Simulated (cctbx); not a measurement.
## ZrTi2Cu: solution and refinement

Cell a = 3.7660 Å, b = 3.7660 Å, c = 9.4480 Å, α = 90.00°, β = 90.00°, γ = 90.00°; space group P4/nmm (no. 129, origin choice 1); content Zr2 Cu2 Ti4.

The data are simulated with cctbx, not measured: Ag Kα, λ = 0.56087 Å, to d = 0.7 Å, 70 % of the full sphere, strongest reflection 70000 counts, noise from counting, a 6 % proportional error and a noise floor of 8 counts (s.d.); no absorption.

Charge flipping in P1 on normalised amplitudes to 0.9 Å, δ = 1 σ, 10 % of the reflections treated as weak, 150 cycles:

```text
cycle      R  skewness
    0  0.546     0.19
   12  0.422     2.46
   24  0.419     2.64
   36  0.415     2.84
   48  0.411     2.74
   60  0.380     2.87
   72  0.405     2.82
   84  0.391     2.47
   96  0.411     2.66
  108  0.382     2.73
  120  0.397     2.71
  132  0.403     2.83
  144  0.404     2.68
origin shift          correlation  skewness
-0.013  0.863  0.309      0.995      4.79
-0.012  0.856  0.033      0.994      5.57
 0.012  0.337  0.054      0.980      3.37
 0.008  0.372  0.305      0.976      4.43
taken: symmetry correlation 0.994, skewness 5.57
peak      x       y       z  mult  height/sigma
Q1    0.0000  0.5000  0.7696    2     14.0
Q2    0.0000  0.0000  0.5000    2      9.1
Q3    0.0000  0.5000  0.3290    2      6.2
Q4    0.0000  0.0000  0.0000    2      5.8
Q5    0.0000  0.5000  0.5787    2      0.8
Q6    0.0000  0.2978  0.6497    8      0.8
Q7    0.0000  0.5000  0.9059    2      0.8
Q8    0.0000  0.0000  0.3495    4      0.8
Q9    0.2500  0.2500  0.5000    4      0.8
```

The origin is taken among those within 0.04 of the best correlation, by the skewness of the map.

Run time: 0.31 s on 1 thread of Arm Neoverse V2, on a shared host, peak memory 0.07 GiB.

Q: Assign the peaks.

Heights go roughly as Z and multiplicities must add up to the content. First model: Q1 = Zr1 (2 in the cell, height 14.0), Q2 = Cu1 (2 in the cell, height 9.1), Q3 = Ti1 (2 in the cell, height 6.2) and Q4 = Ti2 (2 in the cell, height 5.8). Against the true structure, Q1 is Zr, Q2 is Cu, Q3 is Ti and Q4 is Ti; the other peaks are not atoms.

Least squares on F², isotropic:

```text
Rint 0.044, 155 unique reflections to 0.70 A
cycle     R1     wR2    GooF  max shift (A)
   1  0.1629  0.3689  13.667   0.04052
   2  0.0133  0.0266   0.984   0.00000
final R1 0.0133 wR2 0.0266 GooF 0.984  parameters 6  data/parameter 25.8
atom        x        y        z      Ueq    occ   su(xyz)  su(Uiso or U11)
Zr1    0.00000  0.50000  0.76881   0.0035  1.000  0.00003  0.0001
Cu1    0.00000  0.00000  0.50000   0.0058  1.000  0.00000  0.0001
Ti1    0.00000  0.50000  0.32471   0.0048  1.000  0.00006  0.0001
Ti2    0.00000  0.00000  0.00000   0.0074  1.000  0.00000  0.0001
difference map: max 0.71 min -0.76 rms 0.19
Q1    0.0000  0.5000  0.9352    2    0.73  1.57 A from Zr1
Q2    0.1835  0.3165  0.7040    8    0.48  1.15 A from Zr1
Q3    0.1779  0.3221  0.8730    8    0.45  1.37 A from Zr1
Q4    0.1813  0.3187  0.1350    8    0.45  1.88 A from Ti2
Q5    0.0000  0.5000  0.4737    2    0.41  1.41 A from Ti1
```

Anisotropic refinement:

```text
Rint 0.044, 155 unique reflections to 0.70 A
cycle     R1     wR2    GooF  max shift (A)
   1  0.0132  0.0267   1.002   0.00007
   2  0.0131  0.0262   0.985   0.00000
final R1 0.0131 wR2 0.0262 GooF 0.985  parameters 10  data/parameter 15.5
atom        x        y        z      Ueq    occ   su(xyz)  su(Uiso or U11)
Zr1    0.00000  0.50000  0.76880   0.0035  1.000  0.00003  0.0001
Cu1    0.00000  0.00000  0.50000   0.0057  1.000  0.00000  0.0001
Ti1    0.00000  0.50000  0.32471   0.0048  1.000  0.00007  0.0001
Ti2    0.00000  0.00000  0.00000   0.0073  1.000  0.00000  0.0002
difference map: max 0.74 min -0.75 rms 0.19
Q1    0.0000  0.5000  0.9362    2    0.76  1.58 A from Zr1
Q2    0.1870  0.3130  0.7039    8    0.47  1.17 A from Zr1
Q3    0.1786  0.3214  0.8725    8    0.45  1.37 A from Zr1
Q4    0.1796  0.3204  0.1363    8    0.45  1.89 A from Ti2
Q5    0.0000  0.0000  0.2034    4    0.42  1.90 A from Zr1
Q6    0.0000  0.0000  0.2756    4    0.41  1.93 A from Zr1
```

**Reading.** The refinement ends at R1 = 0.0131, wR2 = 0.0262, GooF = 0.98, with difference density between -0.75 and 0.74 e/Å³. Every site matches the true model in element, within 0.001 Å r.m.s., up to an allowed shift of origin.

True model:

| atom | mult. | x | y | z | Ueq (Å²) |
| --- | --- | --- | --- | --- | --- |
| Zr1 | 2 | 0 | 1/2 | 0.7312 | 0.0035 |
| Cu1 | 2 | 1/2 | 1/2 | 0 | 0.0057 |
| Ti1 | 2 | 0 | 0 | 1/2 | 0.0074 |
| Ti2 | 2 | 1/2 | 0 | 0.8248 | 0.0048 |

This is a model crystal, built by substitution and not relaxed, with assumed displacement parameters.

[Middle refinement cycles are left out of these outputs.]

[Logs are printed without paths, hosts, clocks, repeated set-up lines and the standing remarks that a program may print on its own settings, such as how far it seeks lower states.]
